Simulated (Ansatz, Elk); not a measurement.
## How far do independent atoms describe ZnPbO2?

The structure of ZnPbO2 used here is made up (a known structure type with other elements) and was relaxed beforehand with r2SCAN. The aim is the Fourier transform of its all-electron density, F(hkl), set beside the sum over free spherical atoms that refinements use.

Program: Elk 11.2.3 (patched build). Level of theory: DFT, PBE, all-electron APW+lo, Dirac cores, scalar-relativistic bands, static density, no spin. Results are calculated unless marked as measured.

The structure was built from a prototype and need not be the compound's stable phase.

### 1. Set-up

Symmetry: P4/nmm, No. 129, tetragonal system. Conventional cell: a = 3.867 Å, b = 3.867 Å, c = 7.491 Å, α = 90.00°, β = 90.00°, γ = 90.00°. Pb has 5 O at 2.31 to 2.74 Å nearest. Nearest to Zn lie 5 O at 2.04 to 2.06 Å. O has 1 Zn at 2.06 Å and 5 Pb at 2.31 to 2.74 Å nearest. Nearest to O lie 4 Zn at 2.04 Å. Farther neighbours and most contacts between anions are not listed.

### 2. Ground state and structure factors

An all-electron density is needed, since X-rays see the cores too. Task 0 finds the density and task 195 Fourier-transforms it; tshift is off so that phases refer to the origin typed.

The input, elk.in:

```
tasks
  0
  195

xctype
  20

spinpol
  .false.

rgkmax
  7.0

gmaxvr
  14.0

lmaxo
  7

lmaxapw
  8

swidth
  0.002

tshift
  .false.

ramdisk
  .false.

hmaxvr
  5.5

maxscl
  120

epspot
  1e-06

sppath
  './'

avec
  7.30748892967 0.00000000000 -0.00000000000
  0.00000000000 7.30748892967 0.00000000000
  0.00000000000 0.00000000000 14.15671466487

atoms
  3
  'Pb.in'
  2
  0.0000000000 0.5000000000 0.1693857166   0.000000 0.000000 0.000000
  0.5000000000 0.0000000000 0.8306142834   0.000000 0.000000 0.000000
  'Zn.in'
  2
  -0.0000000000 0.5000000000 0.5854905607   0.000000 0.000000 0.000000
  0.5000000000 -0.0000000000 0.4145094393   0.000000 0.000000 0.000000
  'O.in'
  4
  -0.0000000000 0.5000000000 0.8609966744   0.000000 0.000000 0.000000
  0.5000000000 -0.0000000000 0.1390033256   0.000000 0.000000 0.000000
  0.5000000000 0.5000000000 0.5000000000   0.000000 0.000000 0.000000
  -0.0000000000 -0.0000000000 0.5000000000   0.000000 0.000000 0.000000

ngridk
  6 6 3
```

On the command line:

```bash
$ OMP_NUM_THREADS=4 elk
```

Numbers of over 12 decimals in the logs are rounded to 6 here.

The program printed:

```text
┌─────────────────────────┐
│ Elk code version 11.2.3 │
└─────────────────────────┘

All units are atomic (Hartree, Bohr, etc.)

┌─────────────────────────────────────────────────┐
│ Ground-state run starting from atomic densities │
└─────────────────────────────────────────────────┘

Lattice vectors :
   7.307488930       0.000000000      -0.000000000
   0.000000000       7.307488930       0.000000000
   0.000000000       0.000000000       14.15671466

Reciprocal lattice vectors :
  0.8598282348       0.000000000       0.000000000
  -0.000000000      0.8598282348       0.000000000
   0.000000000      -0.000000000      0.4438307514

Unit cell volume      :    755.9599906
Brillouin zone volume :   0.3281261132

Muffin-tin inner radius fraction :   0.1000000000E-01

Nuclei treated as point charges

Species : 1 (Pb)
 parameters loaded from : Pb.in
 name : lead
 nuclear charge    :   -82.00000000
 electronic charge :    82.00000000
 atomic mass :    377702.4943
 muffin-tin radius :    2.728955268
 number of radial points in muffin-tin :   1393
 inner part over the whole radius :   0.9948749300E-02
 number on inner part of muffin-tin    :   1000
 approximate nuclear radius :   0.1047603524E-03
 number of mesh points to nuclear radius :    526
 atomic positions (lattice), magnetic fields (Cartesian) :
  1 :   0.00000000  0.50000000  0.16938572    0.00000000  0.00000000  0.00000000
  2 :   0.50000000  0.00000000 -0.16938572    0.00000000  0.00000000  0.00000000

Species : 2 (Zn)
 parameters loaded from : Zn.in
 name : zinc
 nuclear charge    :   -30.00000000
 electronic charge :    30.00000000
 atomic mass :    119233.3130
 muffin-tin radius :    2.170841564
 number of radial points in muffin-tin :    993
 inner part over the whole radius :   0.9980784329E-02
 number on inner part of muffin-tin    :    700
 approximate nuclear radius :   0.7484757725E-04
 number of mesh points to nuclear radius :    340
 atomic positions (lattice), magnetic fields (Cartesian) :
  1 :   0.00000000  0.50000000 -0.41450944    0.00000000  0.00000000  0.00000000
  2 :   0.50000000  0.00000000  0.41450944    0.00000000  0.00000000  0.00000000

Species : 3 (O)
 parameters loaded from : O.in
 name : oxygen
 nuclear charge    :   -8.000000000
 electronic charge :    8.000000000
 atomic mass :    29165.12205
 muffin-tin radius :    1.586820408
 number of radial points in muffin-tin :    593
 inner part over the whole radius :   0.9859228899E-02
 number on inner part of muffin-tin    :    406
 approximate nuclear radius :   0.5115538663E-04
 number of mesh points to nuclear radius :    174
 atomic positions (lattice), magnetic fields (Cartesian) :
  1 :   0.00000000  0.50000000 -0.13900333    0.00000000  0.00000000  0.00000000
  2 :   0.50000000  0.00000000  0.13900333    0.00000000  0.00000000  0.00000000
  3 :   0.50000000  0.50000000  0.50000000    0.00000000  0.00000000  0.00000000
  4 :   0.00000000  0.00000000  0.50000000    0.00000000  0.00000000  0.00000000

Total number of atoms per unit cell :    8
Total muffin-tin volume :    322.9096284
 ratio of muffin-tin to unit cell volume :   0.4271517441

Spin treatment :
 spin-unpolarised

Number of Bravais lattice symmetries :   16
Number of crystal symmetries         :   16
Crystal has no inversion symmetry
Complex Hermitian eigensolver will be used

k-point grid :      6     6     3
k-point offset :    0.000000000       0.000000000       0.000000000
k-point set is reduced with full crystal symmetry group
Total number of k-points :       20

Muffin-tin radius times maximum |G+k| :    7.000000000
 using average radius
Maximum |G+k| for APW functions       :    3.468163281
Maximum (1/2)|G+k|²                   :    6.014078270
Maximum |G| for potential and density :    14.00000000
Constant for pseudocharge density :   10
 order of it for each species :   17  17  17
 order of it for pair densities of each species (exact exchange by exxq0 0: 18) :   17  11   5
Radial integration step length :    1

[...]
Density of states at Fermi energy :   0.5011338274E-07
 (states/Hartree/unit cell)

Estimated indirect band gap :   0.1138064154
 from k-point 4 to k-point 14
Estimated direct band gap   :   0.1175870911
 at k-point 14

Charges :
 core                        :    168.0000000
 valence                     :    88.00000000
 interstitial                :    9.662753504
 muffin-tins (core leakage)
  species : 1 (Pb)
[...]
species : 2 (Zn)
[...]
species : 3 (O)
[...]
total in muffin-tins        :    246.3372465
 total calculated charge     :    255.9924203
 total charge                :    256.0000000
 error                       :   0.7579699774E-02

RMS change in Kohn-Sham potential (target) :   0.9805919211     (  0.1000000000E-05)
Absolute change in total energy (target)   :   0.5053308433     (  0.1000000000E-03)

[... loops 3 to 16 left out ...]

┌──────────────────┐
│ Loop number : 17 │
└──────────────────┘

Energies :
 Fermi                       :     0.248412
 sum of occupied eigenvalues :     -28088.693006876
 electron kinetic            :      52699.188809875
 core electron kinetic       :      51945.174188423
 Coulomb                     :     -97491.456266920
 Coulomb potential           :     -79535.573097634
 nuclear-nuclear             :     -3823.1094000621
 electron-nuclear            :     -107870.79222444
 Hartree                     :      14202.445357580
 Madelung                    :     -57723.669718103
 xc potential                :     -1252.3087191175
 exchange                    :     -944.17315951972
 correlation                 :     -14.122675987747
 electron entropic           :    -0.46727574774512E-05
 total energy                :     -45750.563297225

Density of states at Fermi energy :   0.1485253273
 (states/Hartree/unit cell)

Estimated indirect band gap :   0.2703203958E-01
 from k-point 10 to k-point 14
Estimated direct band gap   :   0.6897234692E-01
 at k-point 14

Charges :
 core                        :    168.0000000
 valence                     :    88.00000000
 interstitial                :    10.68832836
 muffin-tins (core leakage)
  species : 1 (Pb)
[...]
species : 2 (Zn)
[...]
species : 3 (O)
[...]
total in muffin-tins        :    245.3116716
 total calculated charge     :    255.9929563
 total charge                :    256.0000000
 error                       :   0.7043744313E-02

RMS change in Kohn-Sham potential (target) :   0.5049982021E-06 (  0.1000000000E-05)
Absolute change in total energy (target)   :   0.7996585919E-04 (  0.1000000000E-03)

Convergence targets achieved

┌──────────────────┐
│ Loop number : 18 │
└──────────────────┘

Energies :
 Fermi                       :     0.248412
 sum of occupied eigenvalues :     -28088.692983473
 electron kinetic            :      52699.188824711
 core electron kinetic       :      51945.174207273
 Coulomb                     :     -97491.456264186
 Coulomb potential           :     -79535.573107548
 nuclear-nuclear             :     -3823.1094000621
 electron-nuclear            :     -107870.79220913
 Hartree                     :      14202.445345007
 Madelung                    :     -57723.669710412
 xc potential                :     -1252.3087006361
 exchange                    :     -944.17315914233
 correlation                 :     -14.122675979407
 electron entropic           :    -0.46726611762005E-05
 total energy                :     -45750.563279269

Density of states at Fermi energy :   0.1485218207
 (states/Hartree/unit cell)

Estimated indirect band gap :   0.2703213427E-01
 from k-point 10 to k-point 14
Estimated direct band gap   :   0.6897234473E-01
 at k-point 14

Charges :
 core                        :    168.0000000
 valence                     :    88.00000000
 interstitial                :    10.68832819
 muffin-tins (core leakage)
  species : 1 (Pb)
[...]
species : 2 (Zn)
[...]
species : 3 (O)
[...]
atom 2                    :    7.005892636     ( -0.1412652382E-06)
   atom 3                    :    7.086580541     ( -0.1402190493E-06)
   atom 4                    :    7.086580541     ( -0.1402190493E-06)
 total in muffin-tins        :    245.3116718
 total calculated charge     :    255.9929563
 total charge                :    256.0000000
 error                       :   0.7043744406E-02

┌──────────────────────────────┐
│ Self-consistent loop stopped │
└──────────────────────────────┘

Warning : the lowest level lies among the core levels :   -2.649811288      -2.541511912

Warning : core states of species 1 leak from the muffin-tin :   0.1634467984E-02

Warning : core states of species 2 leak from the muffin-tin :   0.3208434211E-03

Wrote STATE.OUT
```

It took 70 s on 4 threads of Arm Neoverse V2, shared host; peak memory 0.29 GiB; 3.7 min of CPU time.

SFACRHO.OUT:

```text

h k l indices transformed by vhmat matrix:
   1.000000000       0.000000000       0.000000000    
   0.000000000       1.000000000       0.000000000    
   0.000000000       0.000000000       1.000000000    

      h      k      l  multipl.   |H|            Re(F)            Im(F)           |F|

      0      0      0      1   0.0000000       256.00000     -0.64929259E-16   256.00000    
      0      0     -1      2  0.44383075       21.964519      0.40276963E-14   21.964519    
      0      1      0      4  0.85982823      0.39341446E-14  0.13407512E-13  0.13972791E-13
      0      0      2      2  0.88766150      -42.279793      0.81878257E-14   42.279793    
     -1      0      1      4  0.96762096     -0.28850394E-13   91.970074       91.970074    
     -1      0     -1      4  0.96762096      0.19670723E-13  -91.970074       91.970074    
     -1     -1      0      4   1.2159808      -191.40588     -0.23608816E-13   191.40588    
      0      1      2      4   1.2358186      0.19670723E-14  -151.18294       151.18294    
     -1      0      2      4   1.2358186     -0.15736579E-13   151.18294       151.18294    
      1      1     -1      8   1.2944477      -45.635272      0.10345402E-13   45.635272    
      0      0     -3      2   1.3314923      -158.68658     -0.94096990E-14   158.68658    
      1      1     -2      8   1.5055073       61.910871      0.68288666E-14   61.910871    
     -1      0     -3      4   1.5849846      0.20982105E-13   57.578475       57.578475    
     -1      0      3      4   1.5849846      0.27539012E-13  -57.578475       57.578475    
      2      0      0      4   1.7196565       192.98719     -0.23613244E-13   192.98719    
      0      0      4      2   1.7753230      -79.659412     -0.37006122E-13   79.659412    
      0      2      1      4   1.7760079       21.504250     -0.23224256E-13   21.504250    
      0     -2     -1      4   1.7760079       21.504250      0.23628420E-13   21.504250
```

Elk indexes on the primitive cell of elk.in and gives |H| = 4π sin θ/λ in inverse bohr. Below, one row stands for each form hkl of the conventional cell (m members, Friedel mates merged), F is for one primitive cell and the density is static (no thermal factor). Free-atom factors are Waasmaier and Kirfel's, and R is Σm||F|−|F'||/Σm|F|.

```tsv
hkl	m	sin θ/λ (Å⁻¹)	abs F, DFT	neutral atoms	diff.	abs of complex diff.	ions	diff.
001	2	0.067	21.965	22.205	-0.241	0.241	22.255	-0.290
100	4	0.129	0.000	0.000	+0.000	0.000	0.000	+0.000
002	2	0.134	42.280	42.795	-0.515	0.515	41.473	+0.807
101	8	0.145	91.970	92.502	-0.532	0.532	91.384	+0.587
110	4	0.183	191.406	191.683	-0.277	0.277	191.581	-0.175
102	8	0.186	151.183	152.013	-0.830	0.830	151.118	+0.065
111	8	0.195	45.635	44.603	+1.033	1.033	45.927	-0.292
003	2	0.200	158.687	157.857	+0.830	0.830	159.252	-0.565
112	8	0.226	61.911	61.303	+0.608	0.608	61.763	+0.148
103	8	0.238	57.578	57.544	+0.034	0.034	57.892	-0.313
200	4	0.259	192.987	192.774	+0.213	0.213	193.435	-0.448
004	2	0.267	79.659	79.810	-0.151	0.151	80.019	-0.360
201	8	0.267	21.504	21.430	+0.074	0.074	21.248	+0.256
113	8	0.271	124.625	124.634	-0.009	0.009	124.760	-0.135
210	8	0.289	0.000	0.000	+0.000	0.000	0.000	+0.000
202	8	0.291	39.092	39.039	+0.053	0.053	38.986	+0.106
104	8	0.297	73.727	73.520	+0.207	0.207	73.385	+0.341
211	16	0.297	80.850	80.678	+0.172	0.172	80.654	+0.196
212	16	0.319	130.054	130.168	-0.114	0.114	130.554	-0.500
114	8	0.324	89.129	89.211	-0.082	0.082	89.158	-0.030
203	8	0.327	131.720	131.720	+0.000	0.000	131.525	+0.195
005	2	0.334	92.994	93.133	-0.139	0.139	93.553	-0.560
```

The ions are Zn2+, Pb2+ and O2−, by formal charge.

### 3. The highest occupied states alone

An energy window below the Fermi level keeps the highest occupied states, to see at which angles they scatter; shallow core shells can lie inside it and anion s states outside. No new self-consistency is needed.

elk.in: that of step 2 with these lines changed.

```diff
@@ -1,3 +1,2 @@
 tasks
-  0
   195
@@ -40,2 +39,5 @@
 
+wsfac
+  -0.302830 0.548410
+
 sppath
```

On the command line:

```bash
$ OMP_NUM_THREADS=4 elk
```

The program printed:

```text
┌─────────────────────────────────┐
│ Elk code version 11.2.3 started │
└─────────────────────────────────┘

Info(readinput): the functional depends on the density's gradient
 muffin-tin radial points multiplied by    2.00000
 (not where nrmtscf is given)

┌────────────────────┐
│ Current task : 195 │
└────────────────────┘
Info(checkmt): changed muffin-tin radius of species 1 (Pb) from   2.8000 to   2.7290
Info(checkmt): changed muffin-tin radius of species 2 (Zn) from   2.4000 to   2.1708
Info(checkmt): changed muffin-tin radius of species 3 (O) from   1.8000 to   1.5868

Info(sfacrho): density structure factors written to SFACRHO.OUT

 Energy window :  -0.3028300000      0.5484100000

┌──────────────────┐
│ Elk code stopped │
└──────────────────┘
```

The job ended after 15 s (4 threads; peak memory 0.19 GiB).

States within 15 eV below the Fermi level hold 48.00 electrons; any levels below the window count with the cores. Their amplitudes can exceed the total, where window and core parts have opposite phase:

```tsv
hkl	sin θ/λ (Å⁻¹)	abs F, window	abs F, all
001	0.067	19.167	21.965
100	0.129	0.000	0.000
002	0.134	13.313	42.280
101	0.145	12.633	91.970
110	0.183	16.662	191.406
102	0.186	8.681	151.183
111	0.195	3.637	45.635
003	0.200	10.025	158.687
112	0.226	0.829	61.911
103	0.238	15.709	57.578
```

### 4. Another functional

The difference from free atoms is small, so it is set against the change that LDA (Perdew-Wang) makes.

elk.in: that of step 3 with these lines changed.

```diff
@@ -1,2 +1,3 @@
 tasks
+  0
   195
@@ -4,3 +5,3 @@
 xctype
-  20
+  3
 
@@ -39,5 +40,2 @@
 
-wsfac
-  -0.302830 0.548410
-
 sppath
```

On the command line:

```bash
$ OMP_NUM_THREADS=4 elk
```

The program printed:

```text
┌─────────────────────────┐
│ Elk code version 11.2.3 │
└─────────────────────────┘

All units are atomic (Hartree, Bohr, etc.)

┌─────────────────────────────────────────────────┐
│ Ground-state run starting from atomic densities │
└─────────────────────────────────────────────────┘

Lattice vectors :
   7.307488930       0.000000000      -0.000000000
   0.000000000       7.307488930       0.000000000
   0.000000000       0.000000000       14.15671466

Reciprocal lattice vectors :
  0.8598282348       0.000000000       0.000000000
[...]
atom 4                    :    7.053315649     ( -0.4229146153E-05)
 total in muffin-tins        :    245.2351140
 total calculated charge     :    255.9929435
 total charge                :    256.0000000
 error                       :   0.7056480650E-02

┌──────────────────────────────┐
│ Self-consistent loop stopped │
└──────────────────────────────┘

Warning : the lowest level lies among the core levels :   -2.652620544      -2.548353657

Warning : core states of species 1 leak from the muffin-tin :   0.1650590260E-02

Warning : core states of species 2 leak from the muffin-tin :   0.3332784807E-03

Wrote STATE.OUT
[key lines of the parts left out:]
total energy                :     -45720.933594772
```

It took 55 s on 4 threads; peak memory 0.21 GiB.

Against the first run R = 0.02 %; the largest change is -0.137 at 200.

### 5. Basis size

The basis and the expansions that go with it are enlarged, to see whether the differences are converged.

elk.in: that of step 4 with these lines changed.

```diff
@@ -5,3 +5,3 @@
 xctype
-  3
+  20
 
@@ -11,12 +11,12 @@
 rgkmax
-  7.0
+  8.5
 
 gmaxvr
-  14.0
+  18.0
 
 lmaxo
-  7
+  9
 
 lmaxapw
-  8
+  10
```

On the command line:

```bash
$ OMP_NUM_THREADS=4 elk
```

The program printed:

```text
┌─────────────────────────┐
│ Elk code version 11.2.3 │
└─────────────────────────┘

All units are atomic (Hartree, Bohr, etc.)

┌─────────────────────────────────────────────────┐
│ Ground-state run starting from atomic densities │
└─────────────────────────────────────────────────┘

Lattice vectors :
   7.307488930       0.000000000      -0.000000000
   0.000000000       7.307488930       0.000000000
   0.000000000       0.000000000       14.15671466

Reciprocal lattice vectors :
  0.8598282348       0.000000000       0.000000000
[...]
atom 4                    :    7.102922857     ( -0.1399898046E-06)
 total in muffin-tins        :    245.3857747
 total calculated charge     :    255.9976015
 total charge                :    256.0000000
 error                       :   0.2398509349E-02

┌──────────────────────────────┐
│ Self-consistent loop stopped │
└──────────────────────────────┘

Warning : the lowest level lies among the core levels :   -2.635691258      -2.527262682

Warning : core states of species 1 leak from the muffin-tin :   0.1633740152E-02

Warning : core states of species 2 leak from the muffin-tin :   0.3208093877E-03

Wrote STATE.OUT
[key lines of the parts left out:]
total energy                :     -45750.612385969
```

It took 4 min on 4 threads; peak memory 0.56 GiB; 14 min of CPU time.

Against the first run R = 0.01 %; the largest change is +0.042 at 220.

### 6. Settings against the effect

```tsv
run	R against the first run (%)	R against neutral atoms, low angle (%)	wall time
PBE, rgkmax 7	0.00	0.40	70 s
LDA (Perdew-Wang)	0.02	0.39	55 s
rgkmax 8.5 with larger expansions	0.01	0.40	4 min
```

### 7. Summary of results

```yaml
r_against_neutral_atoms_sin_theta_lambda_0p3_a_minus1: 0.40 %
r_against_neutral_atoms_0p3_to_0p74_a_minus1: 0.07 %
r_against_ions_below_0p3_a_minus1: 0.31 %
```

**Reading.** Independent neutral atoms miss the calculated amplitudes by R = 0.40 % below 0.3 Å⁻¹ and 0.07 % from there to 0.74 Å⁻¹; by shells, 0.67 % below 0.15 Å⁻¹ (3 forms), 0.37 % 0.15 to 0.3 (13 forms), 0.10 % 0.3 to 0.45 (24 forms), 0.06 % above 0.45 (101 forms). Bonding, aspherical density and the tables' own atoms all enter these figures, and the runs don't part them. The largest change of an amplitude is +1.03 electrons, at 111. Formal ions give R = 0.31 % at low angle, nearer than neutral atoms. The window's part falls from 48.0 electrons at the origin to at most 6.31 between 0.45 and 0.74 Å⁻¹, where compact states inside the window still scatter. Below 0.3 Å⁻¹ the changes that finished (LDA (Perdew-Wang) and rgkmax 8.5 with larger expansions) move F by R = 0.05 % at most, against the 0.40 % that separates it from free atoms. The k-mesh has no finished test. Spin-orbit coupling is left out, which can matter for elements this heavy. Part of the difference isn't bonding: the tables are fits to free atoms and ions calculated by other methods than this functional. Thermal motion, anomalous dispersion and extinction are left out.

[Logs are printed without paths, hosts, clocks, repeated set-up lines and the standing remarks that a program may print on its own settings, such as how far it seeks lower states.]

[Hosts, paths, dates, database ids (printed as entryN), source tags and the programs' standing remarks are cut or masked in the printed files.]
